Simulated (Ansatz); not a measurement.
# How the geometry moves the gap of SiO2 (Quartz), part 2 of 2

How far does the choice of cell move the gap? The case is SiO2 (Quartz).

Ansatz 0.2.0; LDA, HSE06 and G0W0, plane waves, PAW. Known limits of the many-body steps: short of the basis limit.

So far. Step 2 (LDA bands at the given cell): The gap is indirect, with the least direct gap 0.30 eV higher. Step 4 (LDA at the relaxed cell): The gap is indirect, with the least direct gap 0.28 eV higher.

**5. HSE06 at the relaxed cell**

HSE06 mixes in a quarter of exact exchange at short range. Exchange couples all pairs of k points, which makes a full band path dear, so levels are read on the mesh and at chosen points.

This step: DFT, HSE06, plane waves, PAW.

The input, input.yaml:

```yaml
crystal:
  lattice:
    - [4.8681610559, 0.0, 0.0]
    - [-2.4340805279, 4.2159511441, 0.0]
    - [0.0, 0.0, 5.3666889588]
  atoms:
    - { symbol: Si, position: [0.5350254852, 0.0, 0.3333333333] }
    - { symbol: Si, position: [0.0, 0.5350254852, 0.6666666667] }
    - { symbol: Si, position: [0.4649745148, 0.4649745148, 0.0] }
    - { symbol: O, position: [0.1354822633, 0.4112330807, 0.8875873474] }
    - { symbol: O, position: [0.5887669193, 0.7242491826, 0.2209206808] }
    - { symbol: O, position: [0.2757508174, 0.8645177367, 0.5542540141] }
    - { symbol: O, position: [0.4112330807, 0.1354822633, 0.1124126526] }
    - { symbol: O, position: [0.7242491826, 0.5887669193, 0.7790793192] }
    - { symbol: O, position: [0.8645177367, 0.2757508174, 0.4457459859] }
kpoints:
  mp_grid: { grid: [6, 6, 4] }
  band_path:
    path:
      - [0.0, 0.0, 0.0]
      - [0.5, 0.0, 0.0]
      - [0.33333333, 0.33333333, 0.0]
      - [0.0, 0.0, 0.5]
      - [0.5, 0.0, 0.5]
      - [0.33333333, 0.33333333, 0.5]
      - [0.0, 0.0, 0.05]
    npoints: 1
hamiltonian:
  xc: hse06
scf:
  occupations: { method: fixed }
  n_extra_bands: 7
output:
  eigenvalues: true
  write_density: true
  write_potential: true
  elf: true
  volumetric_format: npy
```

On the command line:

```bash
ansatz run input.yaml --threads 3 --pin off --max-ram 92160MiB --backend cuda --events-out ev --progress --plain --runs-dir out --devices 1 --max-vram 13GiB
```

Log:

```text
[...]
GPUs: using 1 of 1 available (devices: 1).
[...]
davidson cushion auto → on  (no smearing: the cushion is to keep the highest requested band from converging to the state above it; pin scf.eigensolver.cushion to override)
[...]
GPU FFT provider: cuFFT
GPU libraries: cuBLAS 13.8.2, cuFFT 12.4.0, cuSOLVER 12.3.4
Crystal: 9 atoms, lattice volume = 110.146 Å³
Basis set: ecut = 420 eV, 2171 PW (Γ)
[...]
Fermi energy:    1.455203 eV
[...]
--- Band table (eV; the first three rows and the last of 24) ---
  k-point 0: bands = [... 20 lower, 0.3553, 0.5644, 1.1577, 1.1577, 9.3667, 12.7714, 12.7714, 13.4566, ... 3 higher]
  k-point 1: bands = [... 20 lower, 0.2881, 0.7462, 1.2426, 1.3341, 9.9976, 12.6185, 12.7284, 12.8180, ... 3 higher]
  k-point 2: bands = [... 20 lower, 0.1517, 1.1400, 1.1400, 1.3704, 11.4319, 11.4319, 12.4902, 13.2474, ... 3 higher]
  k-point 23: bands = [... 20 lower, 0.4732, 0.6720, 0.8531, 0.8531, 12.7481, 13.2375, 13.2375, 13.6290, ... 3 higher]
[key lines of the parts left out:]
Free energy (F): -5323.214493 eV
```

Wall time 47 s (1 × NVIDIA H100 80GB HBM3 (shared by 6 runs) with 3 threads of AMD EPYC 7R13 (Zen 3), shared host); peak memory 1.6 GiB; 57 s of CPU time.

Numbers from this step:

| Quantity | Value |
| --- | --- |
| gap | 7.912 eV |
| valence top at | K |
| conduction bottom at | Γ |
| least direct gap | 8.195 eV |

The gap stands +2.09 eV against LDA.

**6. G0W0 at the relaxed cell**

G0W0 replaces the xc potential by the self-energy, built once from these orbitals. Only a window of levels is corrected, while the sums run over the empty bands that the input names.

This step: G0W0 on LDA, plane waves, PAW.

input.yaml, as its differences from that of step 5:

```diff
@@ -17,22 +17,11 @@
   mp_grid: { grid: [6, 6, 4] }
-  band_path:
-    path:
-      - [0.0, 0.0, 0.0]
-      - [0.5, 0.0, 0.0]
-      - [0.33333333, 0.33333333, 0.0]
-      - [0.0, 0.0, 0.5]
-      - [0.5, 0.0, 0.5]
-      - [0.33333333, 0.33333333, 0.5]
-      - [0.0, 0.0, 0.05]
-    npoints: 1
 hamiltonian:
-  xc: hse06
+  xc: lda
 scf:
   occupations: { method: fixed }
-  n_extra_bands: 7
-output:
-  eigenvalues: true
-  write_density: true
-  write_potential: true
-  elf: true
-  volumetric_format: npy
+gw:
+  n_empty_bands: 280
+  ecut_chi: 108
+  qp_bands: [v3, c3]
+  qp_kpoints: band_edges
+  screening: { model: contour_deformation }
```

Log:

```text
GPUs: using 1 of 1 available (devices: 1).
[...]
GPU FFT provider: cuFFT
GPU libraries: cuBLAS 13.8.2, cuFFT 12.4.0, cuSOLVER 12.3.4
Crystal: 9 atoms, lattice volume = 110.146 Å³
Basis set: ecut = 420 eV, 2171 PW (Γ)
Bands: 33, of which v1, the nominal top of the filled ones, is band 24 counted from 1 (23 counted from 0)
Symmetry: 6 space group operations
[...]
k-points: 24 of 144 (time reversal used)
[...]
1    23      2.2581   -26.4674     4.3040   -20.6687  0.8049     0.7450     0.7634  root
[...]
22    24      2.2473   -26.4615     4.2850   -20.6908  0.8053     0.7436     0.7616  root
    22    25     11.2585    -9.8425    -4.1518   -16.1152  0.8451    13.4092    13.3794  root
    22    26     11.5104    -7.3246    -3.8072   -12.9309  0.8543    13.3302    13.3095  root
    22    27     11.8587    -8.6150    -3.8980   -14.4881  0.8473    13.8599    13.8338  root
[key lines of the parts left out:]
SCF converged after 6 iterations
Free energy (F): -5168.160342 eV
Fermi energy:    2.455944 eV
```

Wall time 65 s (1 × NVIDIA H100 80GB HBM3 (shared by 6 runs) with 3 threads); peak memory 1.7 GiB; 1.8 min of CPU time.

Numbers from this step:

```
bands summed                                 : 304
RPA ε∞ on this mesh (eigenvalues)            : 2.448, 2.448, 2.482
plane waves in the screening matrix          : 279
G0W0 gap on the mesh                         : 8.806 eV
k of the valence top                         : 0.3333, 0.3333, 0
k of the conduction bottom                   : 0, 0, 0
starting gap on the mesh                     : 5.823 eV
least direct G0W0 gap on the computed points : 9.145 eV
```

The gap on the mesh goes from 5.82 eV to 8.81 eV, a correction of +2.98 eV. Between the two edge states, bare exchange in place of the xc potential would open the gap by 10.79 eV, and correlation takes back 7.81 eV.

**7. G0W0 at the given cell**

The input, input.yaml:

```yaml
crystal:
  lattice:
    - [4.9158, 0.0, 0.0]
    - [-2.4579, 4.2572076799, 0.0]
    - [0.0, 0.0, 5.4091]
  atoms:
    - { symbol: Si, position: [0.5303, 0.0, 0.3333333333] }
    - { symbol: Si, position: [0.0, 0.5303, 0.6666666667] }
    - { symbol: Si, position: [0.4697, 0.4697, 0.0] }
    - { symbol: O, position: [0.1462, 0.4142, 0.881] }
    - { symbol: O, position: [0.5858, 0.732, 0.2143333333] }
    - { symbol: O, position: [0.268, 0.8538, 0.5476666667] }
    - { symbol: O, position: [0.4142, 0.1462, 0.119] }
    - { symbol: O, position: [0.732, 0.5858, 0.7856666667] }
    - { symbol: O, position: [0.8538, 0.268, 0.4523333333] }
kpoints:
  mp_grid: { grid: [6, 6, 4] }
hamiltonian:
  xc: lda
scf:
  occupations: { method: fixed }
gw:
  n_empty_bands: 288
  ecut_chi: 108
  qp_bands: [v3, c3]
  qp_kpoints: band_edges
  screening: { model: contour_deformation }
```

Log:

```text
GPUs: using 1 of 1 available (devices: 1).
[...]
GPU FFT provider: cuFFT
GPU libraries: cuBLAS 13.8.2, cuFFT 12.4.0, cuSOLVER 12.3.4
Crystal: 9 atoms, lattice volume = 113.199 Å³
Basis set: ecut = 420 eV, 2209 PW (Γ)
Bands: 33, of which v1, the nominal top of the filled ones, is band 24 counted from 1 (23 counted from 0)
Symmetry: 6 space group operations
[...]
k-points: 24 of 144 (time reversal used)
[...]
1    23      1.9661   -26.4774     4.2881   -20.6731  0.8048     0.4307     0.4499  root
[...]
22    24      1.9901   -26.4853     4.2678   -20.7140  0.8054     0.4680     0.4866  root
    22    25     10.9360    -9.7613    -4.0973   -15.9739  0.8456    13.0812    13.0512  root
    22    26     11.1274    -7.0481    -3.7244   -12.5429  0.8561    12.9178    12.8977  root
    22    27     11.5275    -8.4874    -3.8132   -14.2635  0.8480    13.5163    13.4903  root
[key lines of the parts left out:]
SCF converged after 6 iterations
Free energy (F): -5168.150843 eV
Fermi energy:    2.193630 eV
```

Run time: 66 s. Hardware: 1 × NVIDIA H100 80GB HBM3 (shared by 6 runs) with 3 threads; peak memory 1.7 GiB; 99 s of CPU time.

This step gave:

```
bands summed                                 : 312
RPA ε∞ on this mesh (eigenvalues)            : 2.406, 2.406, 2.437
plane waves in the screening matrix          : 303
G0W0 gap on the mesh                         : 8.736 eV
k of the valence top                         : 0.3333, 0.3333, 0
k of the conduction bottom                   : 0, 0, 0
starting gap on the mesh                     : 5.749 eV
least direct G0W0 gap on the computed points : 9.111 eV
```

The gap on the mesh goes from 5.75 eV to 8.74 eV, a correction of +2.99 eV. Between the two edge states, bare exchange in place of the xc potential would open the gap by 10.72 eV, and correlation takes back 7.74 eV.

**8. Together**

G0W0 rows are gaps on the mesh, lowered where the mesh misses an edge of the band path.

| level | given cell (eV) | relaxed cell (eV) | change (eV) |
| --- | --- | --- | --- |
| LDA | 5.75 | 5.82 | +0.07 |
| HSE06 | - | 7.91 | - |
| G0W0@LDA | 8.74 | 8.81 | +0.07 |

**9. Results**

```json
{"volume change": "−2.7 %", "LDA, given cell": "5.75 eV", "LDA, relaxed cell": "5.82 eV", "HSE06, relaxed cell": "7.91 eV", "G0W0@LDA, relaxed cell": "8.81 eV", "G0W0@LDA, given cell": "8.74 eV", "known limits": "short of the basis limit"}
```

What this shows: Relaxation changes the volume by −2.7 % and the gap by +0.07 eV (LDA) and +0.07 eV (G0W0@LDA). Bands and cutoff are finite, so the gap stands short of the basis limit, usually by up to a few tenths of an eV; the mesh is an error of its own.

[Long decimals in the printed logs are rounded to 6 places.]

[Logs are printed without paths, hosts, clocks, repeated set-up lines and the standing remarks that a program may print on its own settings, such as how far it seeks lower states.]

[Paths, hosts, dates, memory and timing lines, banners, echoed tables and standing remarks are left out of the program output; an Ansatz launch command may be rebuilt from the run's recorded settings. Measured values are a selection of at most five: reports struck by readers or far from the other reports are left out. None is set beside runs whose start may be inverted or whose files or cutoffs have a known fault.]

[Runs of the session that timed out or met a known fault of the program may be left out.]

[Cells called generated may have been cut or substituted from an entry of the Crystallography Open Database or the Materials Project.]

[Hosts, paths, dates, database ids (printed as entryN), source tags and the programs' standing remarks are cut or masked in the printed files.]

[Where the starting crystal was built by hand or by swapping elements, it need not be the compound's stable phase.]
